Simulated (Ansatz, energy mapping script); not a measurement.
**NiHO2 monolayer: energy mapping under PBEsol+U (3.6 eV)**

How strongly do the moments of NiHO2 monolayer couple under PBEsol+U (3.6 eV)? The plan is to run several orders and fit a Heisenberg model.

Program: Ansatz 0.2.0. Level of theory: PBEsol with U = 3.6 eV on Ni d, ortho-atomic projectors; plane waves, U on orthogonalised atomic orbitals unless named otherwise, collinear spin, no spin–orbit coupling. Results are calculated unless marked as measured.

## (1) The structure

The cell holds 4 atoms: 1 Ni, 2 O and 1 H. Its edges and angles: a = 2.979 Å, b = 2.979 Å, c = 17.990 Å, α = 90.0°, β = 90.0°, γ = 120.0°. It derives from NiHO2. one layer cut from the bulk crystal, unrelaxed, 15 A of vacuum. Vacuum lies along c.

The cell comes from a database of computed structures, and need not be the one that the compound takes in experiment.

The U corrects the self-interaction that lets semilocal functionals spread d and f electrons too far. Its value here is typed, not computed.

## (2) A run to fix the orbital filling

A corrected shell can settle in several orbital fillings. One parallel run, with an occupation width a fifth wider than the orders use, therefore is to supply the occupation matrices. All orders start from them.

Input file input.yaml:

```yaml
crystal:
  lattice:
    - [2.978559138, 2.89e-07, 0.0]
    - [-1.489279819, 2.579507736, 0.0]
    - [0.0, 0.0, 17.990392]
  atoms:
    - { symbol: Ni, position: [0.666667, 0.333333, 0.472014], spin: 2.0 }
    - { symbol: O, position: [3.33e-07, 0.999999667, 0.416889] }
    - { symbol: O, position: [0.333333667, 0.666666333, 0.528454] }
    - { symbol: H, position: [0.333333667, 0.666666333, 0.583111] }
magnetization:
  spin_polarized: true
kpoints:
  mp_grid: { grid: [15, 15, 1] }
hamiltonian:
  xc: pbesol
  hubbard:
    sites: [{ species: Ni, l: d, u_eff: 3.6 }]
    projectors: ortho-atomic
scf:
  occupations: { method: fermi_dirac, width: 0.06 }
output:
  eigenvalues: true
```

Launch:

```bash
ansatz run input.yaml --threads 4 --pin off --max-ram 8192MiB --backend cpu --events-out ev --progress --plain --runs-dir out
```

Numbers of over 12 decimals in the logs are rounded to 6 here.

Output:

```text
Engine: ansatz 0.2.0, aarch64-unknown-linux-gnu
Pseudopotentials: kind: paw
Pseudopotential: Ni, paw, valence charge 18, recommended cutoff 420 eV (normal), Ni.paw.azcp
Pseudopotential: O, paw, valence charge 6, recommended cutoff 420 eV (normal), O.paw.azcp
Pseudopotential: H, paw, valence charge 1, recommended cutoff 420 eV (normal), H.paw.azcp
Functional definition: PBEsol
  exchange = pbesol_x
  correlation = pbesol_c
Crystal: 4 atoms, lattice volume = 138.224 Å³
Basis set: ecut = 420 eV, 2629 PW (Γ)
Bands: 21, of which v1, the nominal top of the filled ones, is band 16 counted from 1 (15 counted from 0)
Symmetry: 6 space group operations
Space group: P3m1 (ITA 156), of the structure as read, at distance tolerance 5.2e-5 Å
Magnetic group: BNS 156.49 (UNI 1279), of the structure as read, at distance tolerance 5.2e-5 Å
k-points: 27 of 225 (time reversal used)
Non-local potential: Ni, projectors of the file, l = 0: 3, l = 1: 2, l = 2: 3, l = 3: 1
Non-local potential: O, projectors of the file, l = 0: 2, l = 1: 2, l = 2: 1
Non-local potential: H, projectors of the file, l = 0: 2, l = 1: 1
PAW form: soft (Blöchl's): semilocal exchange-correlation on the pseudo side does not see the compensation charge
PAW frozen core: Ni, regenerated for the run's functional, and the local potential with it (the file was generated under x = pbe(κ = 0.804, μ = 0.219515), c = pbe(β = 0.066725))
PAW frozen core: O, regenerated for the run's functional, and the local potential with it (the file was generated under x = pbe(κ = 0.804, μ = 0.219515), c = pbe(β = 0.066725))
PAW one-centre angular grid: Ni, 590 points (default); XC on 64 Gauss nodes
PAW one-centre angular grid: O, 110 points (default); XC on 64 Gauss nodes
PAW one-centre angular grid: H, 110 points (default); XC on 64 Gauss nodes
Initial density: superposition of atomic densities (neutral atoms: chi_scale 0, normalization atom)
Starting moments: Σ|m| = 2 μB on 1 of 4 sites
Initial wavefunctions: pseudopotential atomic-orbital guess
Functional: x = pbesol(κ = 0.804, μ = 0.123457), c = pbesol(β = 0.046)
SCF iter   1: F=—  HF=-6938.867391 eV  |F-HF|=—  |Δ(HF+E_count)|=         —  Δρ=5.54e-2 (↑4.74e-2 ↓5.54e-2)  dr2=1.14e1  dr2_m=1.18e0  M=2.862 μB ∫|m|=2.868 μB  β_m=1.00  ethr=3.10e-3  ⟨swp⟩=7.1  Hψ=6230  notcnv=0
preconditioner: auto → none  [metal: Δε(μ)=0.055 eV  Ē_g=13.820 eV  σ=0.060 eV  W_gap=0.22  n_scr=12 (ndim 8)  ℏωp=15.1 eV  f_vac=0.697  D(μ)=5.63/eV (n_scr^D=56)  sad-step TF]
SCF iter   2: F=—  HF=-6938.165319 eV  |F-HF|=—  |Δ(HF+E_count)|=   7.02e-1  Δρ=9.37e-2 (↑3.41e-2 ↓9.37e-2)  dr2=7.22e0  dr2_m=4.23e0  M=1.169 μB ∫|m|=1.265 μB  β_m=0.30  ethr=3.10e-3  ⟨swp⟩=3.2  Hψ=2907  notcnv=0  defer=17
[...]
SCF iter  21: F=—  HF=-6938.331198 eV  |F-HF|=—  |Δ(HF+E_count)|=   4.75e-8  Δρ=1.35e-5 (↑1.01e-5 ↓1.35e-5)  dr2=2.82e-7  dr2_m=9.58e-8  M=1.000 μB ∫|m|=1.536 μB  β_m=0.82  ethr=3.59e-9  ⟨swp⟩=2.1  Hψ=1554  notcnv=0  defer=41
SCF iter  22: F=—  HF=-6938.331198 eV  |F-HF|=—  |Δ(HF+E_count)|=   1.46e-7  Δρ=7.92e-6 (↑6.77e-6 ↓7.92e-6)  dr2=2.12e-7  dr2_m=2.10e-8  M=1.000 μB ∫|m|=1.536 μB  β_m=0.73  ethr=9.08e-10  ⟨swp⟩=2.0  Hψ=1714  notcnv=0  defer=41
iter 23 met the thresholds in force, and the SCF goes on: an eigenvalue changes by 0.87 meV, over its tolerance of 0.50 meV (output.eigenvalues, Limitations)
SCF iter  23: F=-6938.331198 eV  HF=-6938.331198 eV  |F-HF|=2.37e-8  |Δ(HF+E_count)|=   3.10e-8  Δρ=3.73e-6 (↑3.27e-6 ↓3.73e-6)  dr2=3.52e-8  dr2_m=7.85e-9  M=1.000 μB ∫|m|=1.536 μB  β_m=0.80  ethr=3.23e-10  ⟨swp⟩=6.7  Hψ=5017  notcnv=0
SCF iter  24: F=-6938.331198 eV  HF=-6938.331198 eV  |F-HF|=4.15e-9  |Δ(HF+E_count)|=   8.21e-9  Δρ=1.62e-6 (↑8.34e-7 ↓1.62e-6)  dr2=5.99e-9  dr2_m=1.24e-9  M=1.000 μB ∫|m|=1.536 μB  ethr=1.13e-10  ⟨swp⟩=1.4  Hψ=3059  notcnv=0
SCF 1 converged in 24 iterations: F = -6938.331198 eV  dr2 = 5.99e-9
[...]
SCF converged after 24 iterations
an eigenvalue changed by more than its tolerance at an iteration that met the thresholds in force, so the SCF went on 1 time: the last check found none over its tolerance
Magnetization: 1.0000 μB (16.0000 up, 15.0000 down)
Absolute magnetization: 1.5364 μB (∫|ρ↑−ρ↓|, with the PAW one-centre terms)
Spin contamination: 0.2195 ħ² per cell (⟨S²⟩ above its minimum at these occupations)
Per-site moments (μB) at R_I (Å): [(1.145128, 0.818870), (-0.228472, 0.818870), (0.024297, 0.405612), (0.00366277, 0.405612)]
Free energy (F): -6938.331198 eV
Harris-Foulkes:  -6938.331198 eV  (|F-HF|=4.15e-9)
Internal energy: -6938.311912 eV  (E = F + TS)
E sigma→0 (E₀):  -6938.321555 eV
Entropy (-TS):   -0.019286 eV (-4.821 meV/atom)
Fermi energy:    -1.905923 eV
--- Per-component energies (eV) ---
  E_band       = -795.358972
  E_kinetic    = 634.611074
  E_local      = -28928.652006  (includes V_loc(G=0)·N_el)
  E_nonlocal   = 735.622210
  E_hartree    = 13833.187519
  E_xc         = -234.874324
  E_vxc        = -302.259813  (∫ρ·V_xc dr)
  E_hubbard    = 1.222213  (on-site DFT+U / exact-exchange correction)
  E_vhub       = -12.557687  (the Hubbard potential's part of the band-sum identity)
  E_paw        = -1896.652351  (= ΣΔE_a)
  E_vpaw       = -588.507361  (= ΣTr[D̂ρ^β])
  E_aug_tail   = 0.004202  (compensation charges beyond the density's cutoff)
  E_ewald      = 8916.951686
  E_core_change = 0.267865  (= ΣΔE_core)
  E_smearing   = -0.019286  (= −TS)
  E_closure    = -0.000000  (closes the sum)
  Σ components = -6938.331198   (vs F -6938.331198, Δ=0.00e0)
--- Band table (eV; the first three rows and the last of 54) ---
  k-point 0 ↑: bands = [... 12 lower, -3.9252, -3.9252, -3.0721, -1.1624, -1.1624, -0.4962, 2.2916, 3.7168, ... 1 higher]
  k-point 1 ↑: bands = [... 12 lower, -4.0659, -3.9064, -3.0053, -1.3167, -1.1920, -0.3814, 2.4033, 3.8357, ... 1 higher]
  k-point 2 ↑: bands = [... 12 lower, -4.2922, -3.8804, -2.9195, -1.7037, -1.2665, -0.0656, 2.7260, 4.1784, ... 1 higher]
  k-point 26 ↓: bands = [... 12 lower, -4.5408, -3.8240, -3.1840, 0.0117, 0.1073, 4.9245, 6.5678, 6.7011, ... 1 higher]
Occupation matrices written to <dir>
```

Wall time 9.5 s (4 threads of Arm Neoverse V1, shared host); peak memory 0.45 GiB; 36 s of CPU time.

In the SCF lines HF is the Harris–Foulkes energy and dr2 the Hartree energy of the density residual, in eV; the loop may stop once dr2 is under the threshold and the program's other checks hold. Hψ counts applications of the Hamiltonian.

This step gave:

* final state: ferromagnetic
* electrons in the corrected shells: 8.335 e
* largest moment: 1.145 μB

## (3) Parallel start in cell A (8 atoms)

The parallel order is the zero of energy for this cell and mesh.

Input file input.yaml:

```yaml
crystal:
  lattice:
    - [2.978559138, 2.89e-07, 0.0]
    - [-2.978559638, 5.159015472, 0.0]
    - [0.0, 0.0, 17.990392]
  atoms:
    - { symbol: Ni, position: [0.666667, 0.1666665, 0.472014], spin: 2.0 }
    - { symbol: Ni, position: [0.666667, 0.6666665, 0.472014], spin: 2.0 }
    - { symbol: O, position: [3.33e-07, 0.499999834, 0.416889] }
    - { symbol: O, position: [3.33e-07, 0.999999834, 0.416889] }
    - { symbol: O, position: [0.333333667, 0.333333166, 0.528454] }
    - { symbol: O, position: [0.333333667, 0.833333166, 0.528454] }
    - { symbol: H, position: [0.333333667, 0.333333166, 0.583111] }
    - { symbol: H, position: [0.333333667, 0.833333166, 0.583111] }
magnetization:
  spin_polarized: true
kpoints:
  mp_grid: { grid: [16, 8, 1] }
hamiltonian:
  xc: pbesol
  hubbard:
    sites:
      - { species: Ni, l: d, u_eff: 3.6 }
      - { site: 0, l: d, u_eff: 3.6, starting_ns: [{ spin: up, occupation_matrix: ni1_major }, { spin: down, occupation_matrix: ni1_minor }] }
      - { site: 1, l: d, u_eff: 3.6, starting_ns: [{ spin: up, occupation_matrix: ni1_major }, { spin: down, occupation_matrix: ni1_minor }] }
    projectors: ortho-atomic
    occupation_matrices:
      ni1_major:
        matrix:
          - [0.995, 0.0, 0.0, 0.0, 0.0]
          - [0.0, 0.922, 0.0, 0.0, 0.052]
          - [0.0, 0.0, 0.922, 0.052, 0.0]
          - [0.0, 0.0, 0.052, 0.949, 0.0]
          - [0.0, 0.052, 0.0, 0.0, 0.949]
      ni1_minor:
        matrix:
          - [0.994, 0.0, 0.0, 0.0, 0.0]
          - [0.0, 0.564, 0.0, 0.0, 0.332]
          - [0.0, 0.0, 0.564, 0.332, 0.0]
          - [0.0, 0.0, 0.332, 0.738, 0.0]
          - [0.0, 0.332, 0.0, 0.0, 0.738]
scf:
  occupations: { method: fermi_dirac, width: 0.05 }
output:
  eigenvalues: true
```

Output:

```text
[...]
Crystal: 8 atoms, lattice volume = 276.448 Å³
Basis set: ecut = 420 eV, 5329 PW (Γ)
Bands: 41, of which v1, the nominal top of the filled ones, is band 31 counted from 1 (30 counted from 0)
Symmetry: 4 space group operations
[...]
k-points: 41 of 128 (time reversal used)
[...]
Starting moments: Σ|m| = 4 μB on 2 of 8 sites
[...]
SCF iter   1: F=—  HF=-13879.602739 eV  |F-HF|=—  |Δ(HF+E_count)|=         —  Δρ=4.84e-2 (↑4.68e-2 ↓4.84e-2)  dr2=1.58e1  dr2_m=2.05e0  M=2.000 μB ∫|m|=2.754 μB  β_m=0.30  ethr=3.10e-3  ⟨swp⟩=7.6  Hψ=15287  notcnv=0  defer=21
[...]
SCF iter  19: F=-13876.656246 eV  HF=-13876.656246 eV  |F-HF|=3.72e-8  |Δ(HF+E_count)|=   7.98e-8  Δρ=3.09e-6 (↑2.41e-6 ↓3.09e-6)  dr2=4.61e-8  dr2_m=6.32e-9  M=2.000 μB ∫|m|=3.072 μB  ethr=2.29e-11  ⟨swp⟩=1.6  Hψ=10144  notcnv=0
SCF 1 converged in 19 iterations: F = -13876.656246 eV  dr2 = 4.61e-8
[...]
SCF converged after 19 iterations
Magnetization: 2.0000 μB (32.0000 up, 30.0000 down)
Absolute magnetization: 3.0727 μB (∫|ρ↑−ρ↓|, with the PAW one-centre terms)
[...]
Per-site moments (μB) at R_I (Å): [(1.144486, 0.818870), (1.144486, 0.818870), (-0.227886, 0.818870), (-0.227886, 0.818870), (0.024246, 0.405612), (0.024246, 0.405612), (0.00371062, 0.405612), (0.00371062, 0.405612)]
Free energy (F): -13876.656246 eV
[...]
Internal energy: -13876.629775 eV  (E = F + TS)
E sigma→0 (E₀):  -13876.643010 eV
Entropy (-TS):   -0.026471 eV (-3.309 meV/atom)
Fermi energy:    -1.907451 eV
[...]
--- Specified on-site occupations, and those of the state reported ---
  electrons in the specified blocks: 16.6700 specified, 16.6692 found
  site 0 (l=d) ↑: largest change of an orbital's occupation 0.0003; electrons 4.7370 specified, 4.7362 found; spectral distance 0.0004
[...]
site 0 (l=d) ↓: largest change of an orbital's occupation 0.0002; electrons 3.5980 specified, 3.5984 found; spectral distance 0.0003
[...]
--- Band table (eV; the first three rows and the last of 82) ---
  k-point 0 ↑: bands = [... 27 lower, -3.9268, -3.9268, -3.0744, -2.0910, -1.4215, -1.1632, -1.1632, -0.4976, ... 6 higher]
  k-point 1 ↑: bands = [... 27 lower, -4.0282, -3.9099, -3.0141, -2.1119, -1.4251, -1.2995, -1.1893, -0.3964, ... 6 higher]
  k-point 2 ↑: bands = [... 27 lower, -3.9516, -3.8835, -2.9283, -2.1659, -1.6495, -1.4316, -1.2567, -0.1158, ... 6 higher]
  k-point 40 ↓: bands = [... 27 lower, -3.8982, -3.0536, -3.0536, -0.0011, -0.0011, 0.1192, 0.1192, 3.2817, ... 6 higher]
Occupation matrices written to <dir>
```

Elapsed: 35 s, on 4 threads; peak memory 1.1 GiB; 2.3 min of CPU time.

Spin moment in the sphere by atom:

```csv
atom,spin moment in the sphere (μB)
Ni1,1.14
Ni2,1.14
O3,-0.23
O4,-0.23
O5,0.02
O6,0.02
H7,0.00
H8,0.00
```

The run ends ferromagnetic.

## (4) Run 2 (compensated +−; cell A, 8 atoms)

This order reverses 4 of the 6 neighbours at 2.98 Å, 4 of the 6 neighbours at 5.16 Å and 0 of the 6 neighbours at 5.96 Å, counted for an average magnetic atom.

input.yaml, as its differences from that of step 3:

```diff
@@ -7,3 +7,3 @@
     - { symbol: Ni, position: [0.666667, 0.1666665, 0.472014], spin: 2.0 }
-    - { symbol: Ni, position: [0.666667, 0.6666665, 0.472014], spin: 2.0 }
+    - { symbol: Ni, position: [0.666667, 0.6666665, 0.472014], spin: -2.0 }
     - { symbol: O, position: [3.33e-07, 0.499999834, 0.416889] }
@@ -24,3 +24,3 @@
       - { site: 0, l: d, u_eff: 3.6, starting_ns: [{ spin: up, occupation_matrix: ni1_major }, { spin: down, occupation_matrix: ni1_minor }] }
-      - { site: 1, l: d, u_eff: 3.6, starting_ns: [{ spin: up, occupation_matrix: ni1_major }, { spin: down, occupation_matrix: ni1_minor }] }
+      - { site: 1, l: d, u_eff: 3.6, starting_ns: [{ spin: up, occupation_matrix: ni1_minor }, { spin: down, occupation_matrix: ni1_major }] }
     projectors: ortho-atomic
```

Output:

```text
[...]
Crystal: 8 atoms, lattice volume = 276.448 Å³
Basis set: ecut = 420 eV, 5329 PW (Γ)
Bands: 41, of which v1, the nominal top of the filled ones, is band 31 counted from 1 (30 counted from 0)
Symmetry: 2 space group operations
[...]
k-points: 41 of 128 (time reversal used)
[...]
Starting moments: Σ|m| = 4 μB on 2 of 8 sites
Starting magnetic order: antiferromagnet; a translation exchanges its spin sublattices: spin-degenerate at every k-point
[...]
SCF iter   1: F=—  HF=-13879.549159 eV  |F-HF|=—  |Δ(HF+E_count)|=         —  Δρ=4.53e-2 (↑4.53e-2 ↓4.53e-2)  dr2=1.62e1  dr2_m=1.44e0  M=0.000 μB ∫|m|=2.829 μB  β_m=0.30  ethr=3.10e-3  ⟨swp⟩=7.0  Hψ=7556  notcnv=0  defer=29
[...]
SCF iter  24: F=-13876.519420 eV  HF=-13876.519420 eV  |F-HF|=1.48e-9  |Δ(HF+E_count)|=   8.19e-9  Δρ=5.89e-7 (↑5.89e-7 ↓5.89e-7)  dr2=1.99e-9  dr2_m=4.16e-10  M=0.000 μB ∫|m|=2.953 μB  ethr=2.80e-11  ⟨swp⟩=1.0  Hψ=3983  notcnv=0
SCF 1 converged in 24 iterations: F = -13876.519420 eV  dr2 = 1.99e-9
[...]
SCF converged after 24 iterations
[...]
Magnetization: 0.0000 μB (31.0000 up, 31.0000 down)
Absolute magnetization: 2.9669 μB (∫|ρ↑−ρ↓|, with the PAW one-centre terms)
[...]
Per-site moments (μB) at R_I (Å): [(1.152732, 0.818870), (-1.152732, 0.818870), (-0.100400, 0.818870), (0.100400, 0.818870), (0.00889823, 0.405612), (-0.00889823, 0.405612), (0.00185229, 0.405612), (-0.00185229, 0.405612)]
Free energy (F): -13876.519420 eV
[...]
Internal energy: -13876.477525 eV  (E = F + TS)
E sigma→0 (E₀):  -13876.498472 eV
Entropy (-TS):   -0.041895 eV (-5.237 meV/atom)
Fermi energy:    -1.855629 eV
[...]
--- Specified on-site occupations, and those of the state reported ---
  electrons in the specified blocks: 16.6700 specified, 16.6766 found
[...]
--- Band table (eV; the first three rows and the last of 82) ---
  k-point 0 ↑: bands = [... 27 lower, -3.6934, -3.2914, -2.9630, -1.6952, -1.3450, -0.4422, 0.2507, 0.6239, ... 6 higher]
  k-point 1 ↑: bands = [... 27 lower, -3.6678, -3.2902, -2.9113, -1.7592, -1.3641, -0.3632, 0.1943, 0.6168, ... 6 higher]
  k-point 2 ↑: bands = [... 27 lower, -3.6201, -3.2854, -2.8260, -1.9274, -1.4122, -0.2323, 0.1606, 0.5997, ... 6 higher]
  k-point 40 ↓: bands = [... 27 lower, -3.8888, -3.4923, -3.3825, -2.1508, -1.8776, -0.0675, 0.2387, 3.2264, ... 6 higher]
Occupation matrices written to <dir>
```

Wall time 23 s (4 threads); peak memory 0.99 GiB; 90 s of CPU time.

Spin moment in the sphere by atom:

```csv
atom,spin moment in the sphere (μB)
Ni1,1.15
Ni2,-1.15
O3,-0.10
O4,0.10
O5,0.01
O6,-0.01
H7,0.00
H8,0.00
```

The run ends antiferromagnetic, 72.27 meV a magnetic atom above the parallel order of its cell (energies taken at zero occupation width, not the printed F).

## (5) Order 3: parallel, cell B of 12 atoms

The parallel order again, as the reference for this cell.

Input file input.yaml:

```yaml
crystal:
  lattice:
    - [-5.0e-07, 5.159015761, 0.0]
    - [-4.467839457, 7.738523208, 0.0]
    - [0.0, 0.0, 17.990392]
  atoms:
    - { symbol: Ni, position: [0.666667, 0.666666333, 0.472014], spin: 2.0 }
    - { symbol: Ni, position: [0.666667, 0.999999667, 0.472014], spin: 2.0 }
    - { symbol: Ni, position: [0.666667, 0.333333, 0.472014], spin: 2.0 }
    - { symbol: O, position: [3.33e-07, 0.333333, 0.416889] }
    - { symbol: O, position: [3.33e-07, 0.666666334, 0.416889] }
    - { symbol: O, position: [3.33e-07, 0.999999667, 0.416889] }
    - { symbol: O, position: [0.333333667, 0.999999666, 0.528454] }
    - { symbol: O, position: [0.333333667, 0.333333, 0.528454] }
    - { symbol: O, position: [0.333333667, 0.666666333, 0.528454] }
    - { symbol: H, position: [0.333333667, 0.999999666, 0.583111] }
    - { symbol: H, position: [0.333333667, 0.333333, 0.583111] }
    - { symbol: H, position: [0.333333667, 0.666666333, 0.583111] }
magnetization:
  spin_polarized: true
kpoints:
  mp_grid: { grid: [15, 15, 1] }
hamiltonian:
  xc: pbesol
  hubbard:
    sites:
      - { species: Ni, l: d, u_eff: 3.6 }
      - { site: 0, l: d, u_eff: 3.6, starting_ns: [{ spin: up, occupation_matrix: ni1_major }, { spin: down, occupation_matrix: ni1_minor }] }
      - { site: 1, l: d, u_eff: 3.6, starting_ns: [{ spin: up, occupation_matrix: ni1_major }, { spin: down, occupation_matrix: ni1_minor }] }
      - { site: 2, l: d, u_eff: 3.6, starting_ns: [{ spin: up, occupation_matrix: ni1_major }, { spin: down, occupation_matrix: ni1_minor }] }
    projectors: ortho-atomic
    occupation_matrices:
      ni1_major:
        matrix:
          - [0.995, 0.0, 0.0, 0.0, 0.0]
          - [0.0, 0.922, 0.0, 0.0, 0.052]
          - [0.0, 0.0, 0.922, 0.052, 0.0]
          - [0.0, 0.0, 0.052, 0.949, 0.0]
          - [0.0, 0.052, 0.0, 0.0, 0.949]
      ni1_minor:
        matrix:
          - [0.994, 0.0, 0.0, 0.0, 0.0]
          - [0.0, 0.564, 0.0, 0.0, 0.332]
          - [0.0, 0.0, 0.564, 0.332, 0.0]
          - [0.0, 0.0, 0.332, 0.738, 0.0]
          - [0.0, 0.332, 0.0, 0.0, 0.738]
scf:
  occupations: { method: fermi_dirac, width: 0.05 }
output:
  eigenvalues: true
```

Output:

```text
[...]
Crystal: 12 atoms, lattice volume = 414.672 Å³
Basis set: ecut = 420 eV, 8143 PW (Γ)
Bands: 62, of which v1, the nominal top of the filled ones, is band 47 counted from 1 (46 counted from 0)
Symmetry: 18 space group operations
[...]
k-points: 27 of 225 (time reversal used)
[...]
Starting moments: Σ|m| = 6 μB on 3 of 12 sites
[...]
k-point 1 ↑: bands = [... 43 lower, -3.9200, -3.0484, -2.2450, -2.2426, -1.9364, -1.9347, -1.2159, -1.1739, ... 11 higher]
  k-point 2 ↑: bands = [... 43 lower, -3.8833, -2.9915, -2.2159, -2.2002, -1.9339, -1.9175, -1.3617, -1.2073, ... 11 higher]
  k-point 26 ↓: bands = [... 43 lower, -2.9650, -2.9650, -0.2000, -0.2000, -0.2000, 0.4205, 0.4205, 0.4205, ... 11 higher]
Occupation matrices written to <dir>
[key lines of the parts left out:]
SCF converged after 19 iterations
Magnetization: 3.0000 μB (48.0000 up, 45.0000 down)
Free energy (F): -20814.984948 eV
Fermi energy:    -1.908500 eV
```

Wall time 57 s (4 threads); peak memory 1.6 GiB.

The run ends ferromagnetic. For each magnetic atom its energy differs from the parallel run of the first cell by -0.32 meV, an error that one common reference would have brought in.

[end of part 1 of 2]

[Logs and program files are shortened in this print: banners, set-up blocks, solver, clock and traceback lines can be left out without a mark of their own.]

[Logs are printed without paths, hosts, clocks, repeated set-up lines and the standing remarks that a program may print on its own settings, such as how far it seeks lower states.]

[Hosts, paths, dates, database ids (printed as entryN), source tags and the programs' standing remarks are cut or masked in the printed files.]

[Where a cell is said to come from a database of computed structures, the database is the Materials Project.]
